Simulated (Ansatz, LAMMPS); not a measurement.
# Local environments in aqueous H3O+ and Cl-, 2.6 mol of acid per kg of water at 280 K (207 atoms)

Density of this cell: 1.04 g/cm³. The cell holds 207 atoms: 67 O, 137 H and 3 Cl. Cell: a = 12.793 Å, b = 12.793 Å, c = 12.793 Å, α = 90.0°, β = 90.0°, γ = 90.0°. 64 H2O, 3 H3O+, 3 Cl- placed at random, at 1.04 g/cm³; overlaps pushed apart, then 10 ps at 420 K with Joung-Cheatham ions (J. Phys. Chem. B 112, 9020 (2008)); MMFF94 bonds, angles, torsions, charges and radii (Halgren, J. Comput. Chem. 17, 490 (1996)) in harmonic and 12-6 forms; SPC/E water (Berendsen, Grigera and Straatsma, J. Phys. Chem. 91, 6269 (1987)). Snapshot after 20 ps at 280 K and fixed volume.

Computed with Ansatz 0.2.0: Kohn-Sham DFT, PBEsol, PAW (set soft_2), plane waves; cutoff 420 eV, Γ point, fixed occupations. Geometry: the geometry as built.

The whole cell was solved; only parts of it are printed.

A closer look about O5, which bears the longest force: 34 atoms, nearest first, numbered in the order of the input, with positions taken from that point.

| atom | x | y | z | distance (Å) | bonds | Löwdin charge (e) | Fx | Fy | Fz (eV/Å) |
| --- | --- | --- | --- | --- | --- | --- | --- | --- | --- |
| O5 | 0.00 | 0.00 | 0.00 | 0.00 | 3 | -0.48 | 0.96 | -1.75 | -0.33 |
| H7 | -0.11 | 0.94 | -0.19 | 0.97 | 1 | 0.43 | -0.30 | 1.86 | 0.34 |
| H8 | -0.08 | -0.34 | 0.94 | 1.00 | 1 | 0.43 | -0.78 | 0.37 | 0.87 |
| H6 | 0.97 | -0.14 | -0.24 | 1.01 | 1 | 0.43 | 0.26 | -0.40 | -0.90 |
| O193 | 0.86 | 2.46 | -0.81 | 2.73 | 2 | -0.66 | -0.81 | -0.48 | 0.09 |
| O133 | 2.29 | -0.42 | -1.47 | 2.76 | 2 | -0.71 | -0.13 | 0.61 | -0.43 |
| O82 | -1.34 | -0.97 | 2.24 | 2.79 | 2 | -0.71 | 0.30 | -0.68 | 0.02 |
| O136 | 1.29 | 0.11 | 2.64 | 2.94 | 2 | -0.72 | 0.20 | -0.17 | -0.01 |
| O172 | -2.05 | 2.20 | 0.21 | 3.01 | 2 | -0.74 | 0.00 | 0.54 | 0.15 |
| H174 | -2.71 | 1.45 | 0.19 | 3.08 | 1 | 0.38 | -0.17 | 0.69 | 0.39 |
| O148 | 0.70 | -2.78 | 1.16 | 3.10 | 2 | -0.67 | 0.11 | -0.06 | 0.85 |
| H195 | 1.34 | 2.25 | -1.67 | 3.10 | 1 | 0.38 | -0.29 | 0.63 | -0.07 |
| H59 | 0.77 | -3.08 | -0.49 | 3.21 | 1 | 0.38 | 0.30 | -0.09 | -0.53 |
| H194 | 0.10 | 3.07 | -1.00 | 3.23 | 1 | 0.40 | 0.82 | -0.57 | -0.14 |
| H168 | 2.19 | 2.42 | 0.18 | 3.27 | 1 | 0.38 | 0.09 | 0.26 | 0.41 |
| H135 | 2.32 | 0.12 | -2.31 | 3.28 | 1 | 0.41 | 0.00 | -0.89 | 0.97 |
| H150 | 1.31 | -2.42 | 1.87 | 3.32 | 1 | 0.41 | -0.86 | -0.56 | -0.74 |
| H134 | 2.60 | -1.35 | -1.67 | 3.38 | 1 | 0.39 | 0.03 | 0.40 | -0.13 |
| H83 | -2.10 | -0.47 | 2.67 | 3.43 | 1 | 0.37 | 0.83 | -0.14 | 0.25 |
| H84 | -1.09 | -1.74 | 2.82 | 3.49 | 1 | 0.36 | -0.56 | 0.90 | -0.64 |
| H137 | 2.27 | -0.07 | 2.65 | 3.49 | 1 | 0.38 | -0.85 | -0.14 | 0.26 |
| H138 | 0.87 | -0.30 | 3.45 | 3.57 | 1 | 0.37 | 0.51 | 0.10 | -0.57 |
| O58 | 0.75 | -3.27 | -1.47 | 3.66 | 2 | -0.72 | 0.18 | -0.25 | -0.08 |
| H149 | 0.03 | -3.40 | 1.58 | 3.75 | 1 | 0.38 | 0.74 | 0.70 | -0.03 |
| H173 | -2.44 | 2.98 | 0.69 | 3.92 | 1 | 0.38 | 0.23 | -1.35 | -0.46 |
| H131 | -3.45 | 0.57 | -1.78 | 3.92 | 1 | 0.40 | -0.65 | 0.11 | -1.14 |
| H48 | -0.28 | -2.78 | -2.77 | 3.93 | 1 | 0.39 | 0.62 | -0.10 | -0.29 |
| O166 | 3.07 | 2.50 | 0.64 | 4.01 | 2 | -0.72 | 0.28 | -0.06 | 0.11 |
| O181 | -4.09 | 0.38 | 0.26 | 4.12 | 2 | -0.69 | 0.01 | -0.49 | 0.19 |
| H183 | -4.08 | -0.56 | -0.09 | 4.12 | 1 | 0.39 | -0.46 | 0.47 | 0.38 |
| H60 | 1.67 | -3.48 | -1.80 | 4.26 | 1 | 0.38 | -0.64 | 0.31 | 0.55 |
| H167 | 2.94 | 2.91 | 1.55 | 4.42 | 1 | 0.38 | -0.01 | -0.03 | -0.52 |
| O46 | -0.56 | -2.58 | -3.71 | 4.55 | 2 | -0.72 | 0.09 | 0.01 | -0.52 |
| H20 | -3.22 | 1.25 | 3.09 | 4.64 | 1 | 0.37 | 0.30 | -0.36 | 0.83 |

The column of bonds counts only the pairs H-O within 1.21 Å; other neighbours, such as metal atoms beside each other in a compound, aren't counted, and periodic images can show an atom twice.

Local excerpt of 46 atoms (numbers count through the whole input) about Cl205, one of the 3 Cl atoms; x, y, z are measured from there.

| atom | x | y | z | distance (Å) | bonds | Löwdin charge (e) | Fx | Fy | Fz (eV/Å) |
| --- | --- | --- | --- | --- | --- | --- | --- | --- | --- |
| Cl205 | 0.00 | 0.00 | 0.00 | 0.00 | 0 | -0.49 | -0.45 | 0.12 | -0.25 |
| H120 | 0.21 | -0.49 | 1.94 | 2.01 | 1 | 0.36 | 0.31 | -0.18 | 0.48 |
| H90 | 2.00 | -0.19 | 0.44 | 2.05 | 1 | 0.36 | 0.53 | -0.77 | 0.12 |
| H156 | -0.45 | -1.64 | -1.21 | 2.09 | 1 | 0.36 | 0.30 | -0.39 | 0.33 |
| H78 | -1.94 | 1.19 | 0.30 | 2.30 | 1 | 0.38 | -0.04 | 0.93 | -0.27 |
| H149 | 1.52 | 0.72 | -1.67 | 2.37 | 1 | 0.38 | 0.74 | 0.70 | -0.03 |
| H84 | 0.40 | 2.37 | -0.43 | 2.45 | 1 | 0.36 | -0.56 | 0.90 | -0.64 |
| H110 | -1.59 | 0.38 | -2.25 | 2.79 | 1 | 0.40 | 0.15 | -1.03 | -0.66 |
| O88 | 2.88 | -0.65 | 0.50 | 3.00 | 2 | -0.71 | 0.47 | 0.28 | -0.01 |
| O118 | 0.33 | -0.71 | 2.90 | 3.01 | 2 | -0.70 | -0.41 | -0.23 | 0.28 |
| O154 | -0.64 | -2.40 | -1.83 | 3.08 | 2 | -0.66 | 0.02 | -0.74 | 0.38 |
| O76 | -2.57 | 1.92 | 0.03 | 3.21 | 2 | -0.70 | 0.08 | -0.42 | 0.40 |
| H117 | -2.43 | -2.10 | 0.50 | 3.26 | 1 | 0.40 | -0.56 | -1.08 | 0.61 |
| H111 | -1.40 | -1.17 | -2.71 | 3.27 | 1 | 0.39 | -0.36 | 0.57 | 0.07 |
| H89 | 2.75 | -1.57 | 0.87 | 3.28 | 1 | 0.37 | -0.53 | -0.13 | 0.15 |
| O148 | 2.19 | 1.33 | -2.09 | 3.31 | 2 | -0.67 | 0.11 | -0.06 | 0.85 |
| O82 | 0.14 | 3.15 | -1.01 | 3.31 | 2 | -0.71 | 0.30 | -0.68 | 0.02 |
| H119 | 1.13 | -0.23 | 3.26 | 3.46 | 1 | 0.38 | -0.23 | 0.14 | -0.64 |
| O109 | -1.71 | -0.27 | -3.00 | 3.47 | 2 | -0.72 | 0.00 | 0.75 | 0.23 |
| H77 | -2.11 | 2.80 | 0.11 | 3.51 | 1 | 0.39 | -0.19 | -0.47 | 0.06 |
| H150 | 2.79 | 1.70 | -1.38 | 3.55 | 1 | 0.41 | -0.86 | -0.56 | -0.74 |
| H155 | -0.77 | -3.24 | -1.30 | 3.57 | 1 | 0.40 | -0.15 | 0.92 | -0.35 |
| H83 | -0.61 | 3.64 | -0.58 | 3.74 | 1 | 0.37 | 0.83 | -0.14 | 0.25 |
| H56 | 1.24 | 2.84 | 2.33 | 3.87 | 1 | 0.42 | 1.08 | 0.16 | -0.58 |
| H122 | -1.24 | -0.94 | 3.78 | 4.09 | 1 | 0.39 | 0.23 | 0.36 | 0.65 |
| H63 | 3.71 | -1.55 | -0.89 | 4.11 | 1 | 0.39 | -0.77 | -0.26 | -0.31 |
| H113 | 0.73 | -2.95 | -2.80 | 4.14 | 1 | 0.37 | 0.33 | -0.14 | -0.56 |
| O115 | -2.92 | -2.71 | 1.13 | 4.14 | 2 | -0.69 | 0.43 | 0.70 | -0.39 |
| O55 | 2.02 | 3.24 | 1.86 | 4.25 | 2 | -0.66 | -0.89 | -0.37 | 0.58 |
| H62 | 2.87 | -2.47 | -1.94 | 4.25 | 1 | 0.41 | 0.80 | 0.15 | 0.21 |
| H147 | 1.82 | -3.58 | 1.58 | 4.32 | 1 | 0.39 | 0.42 | -0.19 | 0.21 |
| H51 | -4.22 | 1.04 | -0.20 | 4.35 | 1 | 0.39 | -0.76 | 0.69 | -0.57 |
| O145 | 2.69 | -3.10 | 1.60 | 4.41 | 2 | -0.70 | 0.46 | 0.07 | 0.15 |
| O196 | 2.61 | 0.42 | 3.60 | 4.47 | 2 | -0.66 | 0.75 | 0.40 | 0.53 |
| H57 | 2.85 | 2.73 | 2.10 | 4.47 | 1 | 0.39 | -0.35 | 0.24 | 0.14 |
| H138 | 2.36 | 3.82 | 0.20 | 4.49 | 1 | 0.37 | 0.51 | 0.10 | -0.57 |
| H59 | 2.26 | 1.03 | -3.74 | 4.49 | 1 | 0.38 | 0.30 | -0.09 | -0.53 |
| H24 | 0.75 | -2.02 | 4.03 | 4.57 | 1 | 0.39 | 0.27 | 0.03 | 0.17 |
| H8 | 1.40 | 3.78 | -2.31 | 4.65 | 1 | 0.43 | -0.78 | 0.37 | 0.87 |
| H116 | -2.75 | -3.66 | 0.85 | 4.66 | 1 | 0.36 | 0.21 | 0.65 | -0.14 |
| O61 | 3.77 | -2.30 | -1.54 | 4.68 | 2 | -0.68 | -0.10 | -0.07 | 0.05 |
| H197 | 3.32 | 0.99 | 3.21 | 4.73 | 1 | 0.38 | -0.67 | -0.67 | 0.22 |
| H96 | -0.32 | -4.65 | 0.97 | 4.76 | 1 | 0.38 | 0.65 | -0.35 | 0.82 |
| H101 | 4.19 | -1.02 | 2.02 | 4.76 | 1 | 0.40 | 0.58 | 0.45 | -0.07 |
| O19 | -1.56 | 4.57 | 0.42 | 4.84 | 2 | -0.67 | -0.42 | 0.32 | -0.62 |
| H2 | -3.43 | -1.38 | 3.16 | 4.86 | 1 | 0.43 | 0.23 | 0.43 | 0.83 |

The column of bonds counts only the pairs H-O within 1.21 Å; other neighbours, such as metal atoms beside each other in a compound, aren't counted, and periodic images can show an atom twice.

A closer look about H197, picked at random: 46 atoms, nearest first, numbered in the order of the input, with positions taken from that point.

| atom | x | y | z | distance (Å) | bonds | Löwdin charge (e) | Fx | Fy | Fz (eV/Å) |
| --- | --- | --- | --- | --- | --- | --- | --- | --- | --- |
| H197 | 0.00 | 0.00 | 0.00 | 0.00 | 1 | 0.38 | -0.67 | -0.67 | 0.22 |
| O196 | -0.72 | -0.58 | 0.39 | 1.00 | 2 | -0.66 | 0.75 | 0.40 | 0.53 |
| H198 | -0.35 | -1.07 | 1.18 | 1.63 | 1 | 0.38 | -0.15 | 0.17 | -0.47 |
| O190 | 1.16 | 1.19 | -0.90 | 1.89 | 2 | -0.65 | 0.47 | -0.05 | 0.16 |
| H192 | 1.73 | 0.83 | -0.16 | 1.92 | 1 | 0.38 | 0.17 | 0.24 | -0.33 |
| H57 | -0.47 | 1.74 | -1.12 | 2.12 | 1 | 0.39 | -0.35 | 0.24 | 0.14 |
| H101 | 0.87 | -2.02 | -1.19 | 2.50 | 1 | 0.40 | 0.58 | 0.45 | -0.07 |
| H119 | -2.20 | -1.22 | 0.05 | 2.51 | 1 | 0.38 | -0.23 | 0.14 | -0.64 |
| H102 | 2.10 | -1.46 | -0.28 | 2.57 | 1 | 0.38 | -0.17 | -0.43 | -0.15 |
| H47 | -1.63 | 0.35 | 2.00 | 2.61 | 1 | 0.38 | -0.91 | 0.15 | 0.83 |
| H191 | 1.72 | 1.35 | -1.71 | 2.78 | 1 | 0.41 | -0.25 | -0.27 | 0.06 |
| H56 | -2.09 | 1.85 | -0.89 | 2.92 | 1 | 0.42 | 1.08 | 0.16 | -0.58 |
| O55 | -1.30 | 2.25 | -1.35 | 2.93 | 2 | -0.66 | -0.89 | -0.37 | 0.58 |
| O100 | 1.82 | -2.16 | -0.93 | 2.98 | 2 | -0.63 | -0.53 | 0.42 | 0.01 |
| H177 | 0.99 | -1.69 | 2.41 | 3.10 | 1 | 0.38 | -0.48 | -0.60 | 0.54 |
| O88 | -0.44 | -1.65 | -2.71 | 3.20 | 2 | -0.71 | 0.47 | 0.28 | -0.01 |
| Cl207 | 2.87 | -0.33 | 1.51 | 3.25 | 0 | -0.52 | -0.68 | -0.02 | -0.48 |
| H90 | -1.33 | -1.18 | -2.77 | 3.29 | 1 | 0.36 | 0.53 | -0.77 | 0.12 |
| O175 | 0.08 | -2.04 | 2.62 | 3.32 | 2 | -0.70 | 0.43 | -0.01 | -0.05 |
| H203 | 1.71 | 2.88 | -0.53 | 3.39 | 1 | 0.37 | -0.11 | 1.05 | 0.49 |
| O118 | -2.99 | -1.71 | -0.31 | 3.46 | 2 | -0.70 | -0.41 | -0.23 | 0.28 |
| H89 | -0.58 | -2.57 | -2.34 | 3.52 | 1 | 0.37 | -0.53 | -0.13 | 0.15 |
| O46 | -2.39 | 0.54 | 2.62 | 3.59 | 2 | -0.72 | 0.09 | 0.01 | -0.52 |
| H120 | -3.12 | -1.48 | -1.28 | 3.68 | 1 | 0.36 | 0.31 | -0.18 | 0.48 |
| H186 | 1.99 | 0.23 | 3.37 | 3.92 | 1 | 0.37 | 0.18 | -0.25 | 0.68 |
| H23 | -1.54 | -2.97 | 2.07 | 3.93 | 1 | 0.39 | -0.54 | -0.07 | -0.90 |
| H38 | 1.76 | -3.60 | -0.39 | 4.03 | 1 | 0.37 | 0.44 | 0.30 | -0.06 |
| H24 | -2.57 | -3.02 | 0.81 | 4.05 | 1 | 0.39 | 0.27 | 0.03 | 0.17 |
| H188 | -1.62 | 3.79 | -0.49 | 4.15 | 1 | 0.38 | 0.32 | 0.54 | 0.26 |
| H48 | -2.11 | 0.34 | 3.56 | 4.16 | 1 | 0.39 | 0.62 | -0.10 | -0.29 |
| H138 | -0.97 | 2.82 | -3.01 | 4.24 | 1 | 0.37 | 0.51 | 0.10 | -0.57 |
| O202 | 1.98 | 3.76 | -0.15 | 4.25 | 2 | -0.73 | 0.20 | 0.38 | 0.22 |
| H176 | 0.16 | -2.78 | 3.29 | 4.31 | 1 | 0.40 | 0.46 | 0.36 | -0.26 |
| O145 | -0.63 | -4.10 | -1.61 | 4.45 | 2 | -0.70 | 0.46 | 0.07 | 0.15 |
| O22 | -2.20 | -3.54 | 1.58 | 4.45 | 2 | -0.68 | 0.41 | 0.02 | 0.67 |
| H60 | -0.16 | -0.36 | 4.53 | 4.55 | 1 | 0.38 | -0.64 | 0.31 | 0.55 |
| H125 | 3.13 | -2.58 | -2.06 | 4.55 | 1 | 0.38 | 0.35 | 0.63 | -0.49 |
| O184 | 1.62 | 0.17 | 4.30 | 4.60 | 2 | -0.67 | 0.35 | -0.07 | 0.23 |
| H128 | 4.33 | 1.29 | 1.05 | 4.64 | 1 | 0.37 | 0.11 | 1.01 | 0.13 |
| O43 | 2.06 | 2.20 | -3.54 | 4.65 | 2 | -0.66 | 0.51 | 0.05 | 0.44 |
| H150 | -0.53 | 0.70 | -4.60 | 4.68 | 1 | 0.41 | -0.86 | -0.56 | -0.74 |
| H204 | 1.40 | 4.48 | -0.51 | 4.72 | 1 | 0.38 | -0.02 | -1.14 | -0.42 |
| Cl205 | -3.32 | -0.99 | -3.21 | 4.73 | 0 | -0.49 | -0.45 | 0.12 | -0.25 |
| H146 | 0.03 | -4.63 | -1.08 | 4.75 | 1 | 0.37 | -0.97 | 0.46 | -0.74 |
| H41 | -4.02 | 1.17 | 2.29 | 4.77 | 1 | 0.40 | 0.16 | 0.02 | -0.42 |
| H63 | 0.38 | -2.55 | -4.10 | 4.84 | 1 | 0.39 | -0.77 | -0.26 | -0.31 |

The column of bonds counts only the pairs H-O within 1.21 Å; other neighbours, such as metal atoms beside each other in a compound, aren't counted, and periodic images can show an atom twice.

Neighbours are counted within 1.21 Å (H-O).

Length of the force by element and coordination:

| element | coordination | atoms | mean length of the force (eV/Å) | spread | least | most |
| --- | --- | --- | --- | --- | --- | --- |
| Cl | all | 3 | 0.556 | 0.210 | 0.316 | 0.828 |
| H | all | 137 | 0.847 | 0.326 | 0.151 | 1.91 |
| O | all | 67 | 0.669 | 0.311 | 0.130 | 2.03 |
| O | 2 | 64 | 0.626 | 0.236 | 0.130 | 1.46 |
| O | 3 | 3 | 1.57 | 0.348 | 1.19 | 2.03 |

Löwdin charges by element and coordination (they lack the spilled electrons, 0.029 e an atom on average):

| element | coordination | atoms | mean charge (e) | spread | least | most |
| --- | --- | --- | --- | --- | --- | --- |
| Cl | all | 3 | -0.514 | 0.014 | -0.528 | -0.495 |
| H | all | 137 | 0.389 | 0.0168 | 0.354 | 0.439 |
| O | all | 67 | -0.683 | 0.0497 | -0.748 | -0.478 |
| O | 2 | 64 | -0.693 | 0.0248 | -0.748 | -0.625 |
| O | 3 | 3 | -0.483 | 0.0045 | -0.489 | -0.478 |

The force components of 0.49 eV/Å r.m.s. hold both thermal displacement and the mismatch between the potential that made the cell and DFT, above all in bond lengths inside molecules. The network of contacts between molecules at the start is that of the classical potential that made the cell, and needn't be the one that DFT or experiment would give. The functional has no dispersion term, which matters for the binding between molecules or layers. The density was typed from a rule of thumb and may lie off the real one at this temperature. Only the Γ point is sampled, in a cell whose shortest periodic width is 13 Å. The Löwdin charges lack the electrons that the projection spills, 0.029 e an atom on average.

[Hosts, paths, dates, database ids (printed as entryN), source tags and the programs' standing remarks are cut or masked in the printed files.]

[The MMFF94 radii named for the starting cell were scaled by 0.96; in molecules described by MMFF94, hydrogen bound to N, O or S took a small fixed 12-6 site in their place.]
